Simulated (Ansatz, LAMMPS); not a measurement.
# Relaxing glassy 50SiO2-21ZnO-29CaO (mol %) (140 atoms), part 3 of 3

How does glassy 50SiO2-21ZnO-29CaO (mol %) (140 atoms) relax, and what do bonds, charges and levels look like afterwards?

Ansatz 0.2.0; Kohn-Sham DFT, PBEsol, PAW (set soft_2), plane waves.

The cell: 28 Si, 12 Zn, 16 Ca and 84 O. The quench rate of 25 K/ps far exceeds what a furnace or splat quench reaches. The starting topology of bonds comes from the classical model. The Brillouin zone is sampled at Γ only, in a cell whose shortest periodic width is 13 Å.

So far, density (g/cm³): step 5 (structure statistics after relaxation) 3.19.

## (6) Single point at the relaxed geometry

One more single point at the end of the walk gives the fuller output and checks the residual forces.

input.yaml reads:

```yaml
crystal:
  lattice:
    - [12.05896, 0.26768, 0.09556]
    - [0.26768, 12.58993, 0.01474]
    - [0.09556, 0.01474, 12.21434]
  atoms:
    - { symbol: Si, position: [0.54303, 0.27834, 0.45289] }
    - { symbol: Si, position: [0.4935, 0.58228, 0.11285] }
    - { symbol: Si, position: [0.13229, 0.68163, 0.21865] }
    - { symbol: Si, position: [0.92997, 0.44021, 0.94404] }
    - { symbol: Si, position: [0.13582, 0.14443, 0.16188] }
    - { symbol: Si, position: [0.21544, 0.17581, 0.40611] }
    - { symbol: Si, position: [0.99578, 0.01658, 0.75708] }
    - { symbol: Si, position: [0.98009, 0.22683, 0.50912] }
    - { symbol: Si, position: [0.4843, 0.90022, 0.38609] }
    - { symbol: Si, position: [0.75532, 0.1406, 0.46225] }
    - { symbol: Si, position: [0.45105, 0.49578, 0.50336] }
    - { symbol: Si, position: [0.36119, 0.55621, 0.73096] }
    - { symbol: Si, position: [0.6782, 0.22872, 0.1085] }
    - { symbol: Si, position: [0.75048, 0.41956, 0.75507] }
    - { symbol: Si, position: [0.93153, 0.671, 0.05965] }
    - { symbol: Si, position: [0.47347, 0.90012, 0.98692] }
    - { symbol: Si, position: [0.98678, 0.4426, 0.36913] }
    - { symbol: Si, position: [0.8023, 0.95148, 0.31351] }
    - { symbol: Si, position: [0.26107, 0.81923, 0.49271] }
    - { symbol: Si, position: [0.60057, 0.68671, 0.45361] }
    - { symbol: Si, position: [0.22814, 0.40267, 0.47548] }
    - { symbol: Si, position: [0.04359, 0.80333, 0.89208] }
    - { symbol: Si, position: [0.8917, 0.09525, 0.14951] }
    - { symbol: Si, position: [0.10348, 0.636, 0.70107] }
    - { symbol: Si, position: [0.73343, 0.75704, 0.65114] }
    - { symbol: Si, position: [0.55147, 0.06608, 0.81625] }
    - { symbol: Si, position: [0.22904, 0.13261, 0.8052] }
    - { symbol: Si, position: [0.38148, 0.44472, 0.95656] }
    - { symbol: Zn, position: [0.81815, 0.18332, 0.69237] }
    - { symbol: Zn, position: [0.52167, 0.36257, 0.23493] }
    - { symbol: Zn, position: [0.1176, 0.63486, 0.45768] }
    - { symbol: Zn, position: [0.90294, 0.56203, 0.60428] }
    [... 102 atom lines left out ...]
    - { symbol: O, position: [0.26954, 0.4267, 0.0244] }
    - { symbol: O, position: [0.77766, 0.47033, 0.6348] }
    - { symbol: O, position: [0.30406, 0.86277, 0.60938] }
    - { symbol: O, position: [0.19979, 0.24031, 0.10307] }
    - { symbol: O, position: [0.70562, 0.23724, 0.97745] }
    - { symbol: O, position: [0.71621, 0.91095, 0.22486] }
kpoints:
  mp_grid: { grid: [1, 1, 1] }
hamiltonian:
  xc: pbesol
scf:
  occupations: { method: fixed }
output:
  forces: true
  stress: true
  populations: true
  dos:
    method: { smearing: { sigma: 0.08 } }
    de: 0.1
    projected: { site_lists: { Ca: [Ca], O: [O], Si: [Si], Zn: [Zn] } }
  eigenvalues: true
  write_density: true
  write_potential: true
  volumetric_format: npy
  elf: true
```

On the command line:

```bash
$ ansatz run input.yaml --threads 4 --pin off --max-ram 8192MiB --backend cpu --events-out ev --progress --plain --runs-dir out
```

Numbers of over 12 decimals in the logs are rounded to 6 here.

What it wrote:

```text
[...]
Crystal: 140 atoms, lattice volume = 1853.407 Å³
Basis set: ecut = 420 eV, 36221 PW (Γ), exchange–correlation on 162×180×180 points (8 copies of the dense FFT grid, shifted against one another)
Bands: 600, of which v1, the nominal top of the filled ones, is band 460 counted from 1 (459 counted from 0)
Symmetry: 1 space group operations
[...]
k-points: 1
[...]
SCF iter   1: F=—  HF=-132743.036169 eV  |F-HF|=—  |Δ(HF+E_count)|=         —  Δρ=1.25e-2  dr2=2.34e0  ethr=1.77e-3  ⟨swp⟩=6.0  Hψ=2167  notcnv=0  defer=136
[...]
SCF iter  11: F=-132742.407806 eV  HF=-132742.407806 eV  |F-HF|=3.79e-8  |Δ(HF+E_count)|=   2.07e-7  Δρ=2.01e-6  dr2=5.61e-8  ethr=1.09e-11  ⟨swp⟩=23.0  Hψ=5850  notcnv=0
SCF 1 converged in 11 iterations: F = -132742.407806 eV  dr2 = 5.61e-8
[...]
SCF converged after 11 iterations
Free energy (F): -132742.407806 eV
[...]
Internal energy: -132742.407806 eV  (E = F + TS)
E sigma→0 (E₀):  -132742.407806 eV
Fermi energy:    4.810407 eV
[...]
--- Forces (eV/Å), atoms counted from 1 ---
  atom   1  Si    -0.00023194    -0.00445615     0.00362892
  atom   2  Si     0.00652734     0.00271426    -0.01500304
  atom   3  Si     0.00152410     0.00043586    -0.00247944
  atom   4  Si    -0.00403325     0.00347676    -0.00116153
  atom   5  Si     0.00440801     0.00081445    -0.00164772
  atom   6  Si    -0.00024613     0.00890118     0.00467922
  atom   7  Si    -0.01106220     0.01243718    -0.00234536
  atom   8  Si     0.00436777    -0.01183814     0.00155673
  atom   9  Si    -0.00766269     0.00422836     0.00965396
  atom  10  Si     0.00650142     0.00056106     0.00129258
  atom  11  Si    -0.00414876     0.00360171     0.01137549
  atom  12  Si     0.01449135     0.01544563     0.00518412
  atom  13  Si    -0.00265032     0.00106977    -0.00491761
  atom  14  Si    -0.01030939    -0.00001292     0.00231608
[...]
atom 139  O      0.00411259     0.00104548    -0.00198806
  atom 140  O     -0.00188885     0.00477091    -0.00221700
  max |Σ_I F_I| component: 8.48e-5 eV/Å
--- Stress (GPa, compression-positive) ---
        0.014959       0.005208       0.002916
        0.005207       0.043492      -0.000324
        0.002916      -0.000324       0.012876
  P = ⅓ Tr σ = 0.0238 GPa (0.238 kbar)
--- Band table (eV) ---
[...]
--- Löwdin populations: 140 sites ---
  site symbol       q [e]
     0     Si      2.3878
     1     Si      2.4857
     2     Si      2.4360
[...]
139      O      7.0137
  spilling = 0.013203 (of n_electrons = 920.000000)
```

Wall time 72 s (4 threads of Arm Neoverse V1, shared host); peak memory 3 GiB; 4.7 min of CPU time.

The run gave:

- free energy: -132742.4078 eV
- free energy per atom: -948.1601 eV/atom
- SCF cycles: 11
- pressure: 0.02378 GPa
- r.m.s. force component: 0.00587 eV/Å
- longest force: 0.03127 eV/Å
- Fermi energy: 4.81 eV
- gap (highest filled to lowest empty level): 3.407 eV
- spilling of the projection: 0.0132

Löwdin charges by element and coordination (they lack the spilled electrons, 0.087 e an atom on average):

```csv
element,coordination,atoms,mean charge (e),spread,least,most
Ca,all,16,1.75,0.0115,1.73,1.77
Ca,5,1,1.75,0,1.75,1.75
Ca,6,10,1.75,0.012,1.73,1.77
Ca,7,4,1.76,0.0108,1.74,1.77
Ca,9,1,1.76,0,1.76,1.76
O,all,84,-0.939,0.0928,-1.08,-0.774
O,2,9,-0.822,0.064,-0.949,-0.774
O,3,54,-0.937,0.0879,-1.04,-0.795
O,4,21,-0.993,0.0634,-1.08,-0.823
Si,all,28,1.61,0.0528,1.51,1.70
Si,4,27,1.61,0.0513,1.51,1.70
Si,5,1,1.53,0,1.53,1.53
Zn,all,12,1.49,0.0088,1.47,1.50
Zn,3,1,1.47,0,1.47,1.47
Zn,4,9,1.49,0.0061,1.48,1.50
Zn,5,2,1.49,0.0024,1.49,1.49
```

Density of states as counts of states in windows of 1 eV (from the Fermi level), total and the larger projections:

```csv
from (eV),to (eV),total,O p,Zn d,Si p
-14,-10,0.0,0.0,0.0,0.0
-10,-9,6.2,4.1,0.0,0.3
-9,-8,13.7,9.1,0.1,1.0
-8,-7,17.8,12.2,0.4,1.7
-7,-6,32.1,21.4,3.5,3.8
-6,-5,74.4,37.6,27.1,5.1
-5,-4,109.6,48.0,50.5,4.7
-4,-3,93.4,64.7,17.3,4.4
-3,-2,97.5,80.7,8.3,2.7
-2,-1,112.7,99.3,6.9,1.9
-1,0,66.2,58.9,4.7,0.6
0,1,0.5,0.4,0.1,0.0
1,3,0.0,0.0,0.0,0.0
3,4,2.0,0.1,0.0,0.0
4,5,9.7,1.2,0.0,0.6
```

The curve was stored every 0.10 eV, coarse against its broadening of 0.08 eV, so these counts are rough.

With fixed occupations the program's Fermi level is the highest filled level; weight inside the gap is the broadening of levels at its edges.

Between -26 and -14 eV lie 264 more states.

The levels nearest the highest filled one (over half full), pooled over k-points and spins:

```csv
level less the highest filled one (eV),occupation
-0.297,2
-0.241,2
-0.221,2
-0.184,2
-0.052,2
0,2
3.41,0
4.45,0
4.67,0
4.84,0
4.88,0
5.00,0
```

ELF in the ab plane at fractional z = 0.451, with atoms of Si and Zn and Ca and O within 0.2 Å of it. It is the smooth field of the valence electrons, not physical close to the nuclei.

Ten even steps from '0' (0.00) to '9' (0.85), each cell a mean:
```
0025775200000016899951012210010000
0159999731123225899841000012453100
1069858852578743465310000147896112
2038989832899863222210000158996124
1003455421477741135542000025664112
0000012577521100036653110000110000
0011114888962001123321222000000000
0111013887983037776222476410000000
0110001489851179889725898730002331
2110011122100179779624799730158997
4123432001344237986201454210399679
3169887215999842332100013553179888
2388689538967972477773059999325665
3258898317999852698897169999601234
8512342122455411489896116897204888
8830025786310001258852121111027974
9720025788510012212136899620014899
5322113676410001212179869830122356
2578763233100001222268889833688752
3898995136652000122124687426975884
1699984389897300000000121115987983
0367632588589510000000135532479861
0011100379998300233200268863112210
0000000025653003688620157752000000
```
Columns run along a (12.1 Å), rows up along b (12.6 Å). Atoms in or near the plane, at fractional coordinates: Si at (0.54, 0.28), Si at (0.76, 0.14), Si at (0.60, 0.69), Zn at (0.12, 0.63), Ca at (0.76, 0.44), O at (0.30, 0.10), O at (0.15, 0.89), O at (0.49, 0.61), O at (0.97, 0.34), O at (0.93, 0.54), O at (0.34, 0.47), O at (0.68, 0.25), O at (0.12, 0.48), O at (0.89, 0.16).

Electrostatic potential energy in the ab plane at fractional z = 0.451, with atoms of Si and Zn and Ca and O within 0.2 Å of it. With pseudopotentials it is smooth inside the atoms' cores, unlike the true potential.

Values in eV, 13 rows by 16 columns, each cell a mean:
```
 10   9   0   8  10  10   8  -1 -15   8  11  10  10  10   9   8
  5   2 -32 -10  -8   0   4  -4  -2   8  10  11  11   8   6   1
  5  10   7  -8 -27  -1   8   7   6   5   8  10  11  10   7   3
  8   2   3  -3 -23   6  10   8  -4 -32 -18   7   9   7   7   7
  4 -27 -27  -2 -10   8   9 -15 -20 -29 -17   4  10   8   8   9
  8  -6  -7   7  10   9   4 -15  -9   7   7   6   8   9 -18 -13
  6 -16 -25   1  -1 -28 -14 -22  -1   7   6 -15 -23   1  -5  -7
  3   3 -10 -38 -26 -10   2   2 -20 -19   4 -24 -36  -4   6  -4
 -8   9   5 -11  -5   8   9   3 -19 -12   5   4   3   7   4 -35
 -3   7   6   1   5  10  10  -2 -38 -29 -25 -22   7   9   6 -10
 -2 -19 -14 -28  -6   9  11   9   2   3  -1 -22 -26 -14 -29  -8
 10   3   2  -3 -26 -19  10  10  10  10   6 -20 -32  -7  -7   8
 11  11   9   9   4   4  10   9   9  11  10   7   6   9  11  11
```
Columns run along a (12.1 Å; values clipped at the 3rd and 97th percentile), rows up along b (12.6 Å). Atoms in or near the plane, at fractional coordinates: Si at (0.54, 0.28), Si at (0.76, 0.14), Si at (0.60, 0.69), Zn at (0.12, 0.63), Ca at (0.76, 0.44), O at (0.30, 0.10), O at (0.15, 0.89), O at (0.49, 0.61), O at (0.97, 0.34), O at (0.93, 0.54), O at (0.34, 0.47), O at (0.68, 0.25), O at (0.12, 0.48), O at (0.89, 0.16).

Mean Löwdin charges: Ca +1.75, O -0.94, Si +1.61, Zn +1.49 e (they miss 1.3 % of the electrons, so they add up to more than the cell's charge).

Local excerpt of 13 atoms (numbers count through the whole input) about O126, whose charge lies farthest from its element's mean; x, y, z are measured from there.

```csv
atom,x,y,z,distance (Å),bonds,Löwdin charge (e)
O126,0.00,0.00,0.00,0.00,2,-0.77
Si10,-1.58,-0.30,0.18,1.62,4,1.67
Si8,1.16,0.84,0.77,1.63,4,1.65
O80,1.06,2.32,0.14,2.55,3,-0.82
O99,-1.96,-1.53,-0.80,2.61,2,-0.79
O114,-1.89,-0.72,1.70,2.65,3,-0.99
O92,2.60,0.13,0.46,2.65,3,-0.82
O103,-2.47,1.06,-0.13,2.69,3,-0.82
O85,0.95,0.99,2.36,2.73,3,-0.99
O57,0.16,-1.89,-2.40,3.06,2,-0.78
Zn29,-0.79,0.25,2.99,3.11,4,1.50
Si18,-1.08,-2.67,-1.64,3.32,4,1.63
O58,1.36,-2.13,2.24,3.38,3,-1.01
```

The column of bonds counts only the pairs O-Si within 2.16 Å, O-Ca within 3.12 Å, O-Zn within 2.43 Å; other neighbours, such as metal atoms beside each other in a compound, aren't counted, and periodic images can show an atom twice.

## (7) Changed: hamiltonian.dispersion = "d3bj" and scf.lower_state_search = "off"

Changed here: hamiltonian.dispersion = "d3bj" and scf.lower_state_search = "off".

This step: Kohn-Sham DFT, PBEsol+D3(BJ), PAW (set soft_2), plane waves (Ansatz 0.2.0).

input.yaml reads:

```yaml
crystal:
  lattice:
    - [12.51625, 0.0, 0.0]
    - [0.0, 12.51625, 0.0]
    - [0.0, 0.0, 12.51625]
  atoms:
    [... the 140 atom lines of step 3 ...]
kpoints:
  mp_grid: { grid: [1, 1, 1] }
hamiltonian:
  xc: pbesol
  dispersion: d3bj
scf:
  occupations: { method: fixed }
  lower_state_search: "off"
output:
  forces: true
  stress: true
  populations: true
  dos:
    method: { smearing: { sigma: 0.15 } }
    de: 0.1
    projected: { site_lists: { Ca: [Ca], O: [O], Si: [Si], Zn: [Zn] } }
  eigenvalues: true
```

What it wrote:

```text
[...]
Crystal: 140 atoms, lattice volume = 1960.752 Å³
Basis set: ecut = 420 eV, 38401 PW (Γ), exchange–correlation on 180×180×180 points (8 copies of the dense FFT grid, shifted against one another)
Bands: 600, of which v1, the nominal top of the filled ones, is band 460 counted from 1 (459 counted from 0)
Symmetry: 1 space group operations
[...]
k-points: 1
[...]
SCF iter   1: F=—  HF=-132754.321842 eV  |F-HF|=—  |Δ(HF+E_count)|=         —  Δρ=1.21e-2  dr2=2.32e0  ethr=1.77e-3  ⟨swp⟩=6.0  Hψ=2282  notcnv=0  defer=138
[...]
SCF iter  12: F=-132753.711333 eV  HF=-132753.711333 eV  |F-HF|=9.98e-9  |Δ(HF+E_count)|=   2.85e-9  Δρ=5.34e-7  dr2=7.14e-9  ethr=1.09e-11  ⟨swp⟩=5.0  Hψ=1764  notcnv=0
SCF 1 converged in 12 iterations: F = -132753.711333 eV  dr2 = 7.14e-9
[...]
SCF converged after 12 iterations
Free energy (F): -132753.711333 eV
[...]
Internal energy: -132753.711333 eV  (E = F + TS)
E sigma→0 (E₀):  -132753.711333 eV
Fermi energy:    4.615405 eV
[...]
--- Forces (eV/Å), atoms counted from 1 ---
  atom   1  Si    -0.02103224     0.50954928     0.33766457
  atom   2  Si    -0.56110953    -0.80527316    -0.03553139
  atom   3  Si     0.38677072    -1.03910476    -0.14892522
  atom   4  Si    -0.63369520     0.30722156     0.78025123
  atom   5  Si    -0.68441804     0.23654936    -0.02478000
  atom   6  Si    -1.31418332     1.56568791     0.97355129
  atom   7  Si     1.83573400    -0.50782436    -0.30225595
  atom   8  Si     0.01482261     0.80466124    -0.33132500
  atom   9  Si    -0.39615691    -1.65593893     0.97991687
  atom  10  Si     0.86218526     0.15449027    -0.05532064
  atom  11  Si    -0.59068127    -0.72377067     0.43605687
  atom  12  Si    -1.38178151     0.28657379    -0.10561350
  atom  13  Si     0.57621502    -1.66999348     0.04549087
  atom  14  Si     0.61819474    -0.58440740     0.47172370
[...]
atom 139  O      0.61511383     0.22581800    -1.71639580
  atom 140  O     -1.85918471    -1.24145798    -1.61496738
  max |Σ_I F_I| component: 7.87e-5 eV/Å
--- Stress (GPa, compression-positive) ---
       -1.481287       0.940793       0.192816
        0.940793       0.067829       0.372147
        0.192816       0.372147      -0.279461
  P = ⅓ Tr σ = -0.5643 GPa (-5.643 kbar)
--- Band table (eV) ---
[...]
--- Löwdin populations: 140 sites ---
  site symbol       q [e]
     0     Si      2.3358
     1     Si      2.4496
     2     Si      2.4120
[...]
139      O      7.0311
  spilling = 0.013251 (of n_electrons = 920.000000)
```

It took 77 s on 4 threads; peak memory 3.2 GiB; 5 min of CPU time.

Geometry and reference: those of the single point at the start.

Forces differ from those of the single point at the start by 2.4 meV/Å r.m.s., 0.27 % of their size; the pressure by -1.6 GPa. It took 0.99 times the reference's time (shared host, so rough).

## (8) Results

```json
{"energy change in the relaxation": "-59.05 meV/atom", "r.m.s. displacement": "0.335 Å", "largest displacement": "1.059 Å", "free energy per atom": "-948.1601 eV/atom", "pressure": "0.02378 GPa", "r.m.s. force component": "0.00587 eV/Å", "gap (highest filled to lowest empty level)": "3.407 eV", "wall time of the 4 DFT runs": "23 min"}
```

Relaxation lowers the energy by 59.0 meV/atom and moves atoms by 0.34 Å r.m.s.; the r.m.s. force component goes from 0.89 to 0.0059 eV/Å, the pressure goes from 1.1 to 0.024 GPa, and the gap from 2.80 to 3.41 eV. Displacements are taken in the final cell, so they leave out its strain. By the final cutoffs 5 of 250 bonded pairs parted and 19 joined. The cell shrank by 5.5 % in volume. First to last step the energy falls by 8.267 eV, across changes of basis; the largest move, 1.06 Å, is that of Ca41. The O-Ca bonds change most in mean length: from 2.496 Å (spread 0.190) to 2.455 Å (spread 0.221), and their number from 91 to 102. With the cutoffs above, 62 % of Ca atoms have 6, 64 % of O atoms have 3, 96 % of Si atoms have 4 and 75 % of Zn atoms have 4 bonded neighbours. Counting bonds to Si alone, not to Zn, 34 % of the oxygens join two of these atoms and 66 % one. Between filled and empty levels lie 3.41 eV (at Γ alone); a semilocal functional tends to put such gaps too low. In a disordered cell it changes from sample to sample, and tail or defect levels can set it.

What to keep in mind: The starting topology of bonds comes from the classical model; in DFT 5 of its 250 bonded pairs passed out of the cutoffs and 19 came within them.

[Logs are printed without paths, hosts, clocks, repeated set-up lines and the standing remarks that a program may print on its own settings, such as how far it seeks lower states.]

[Hosts, paths, dates, database ids (printed as entryN), source tags and the programs' standing remarks are cut or masked in the printed files.]
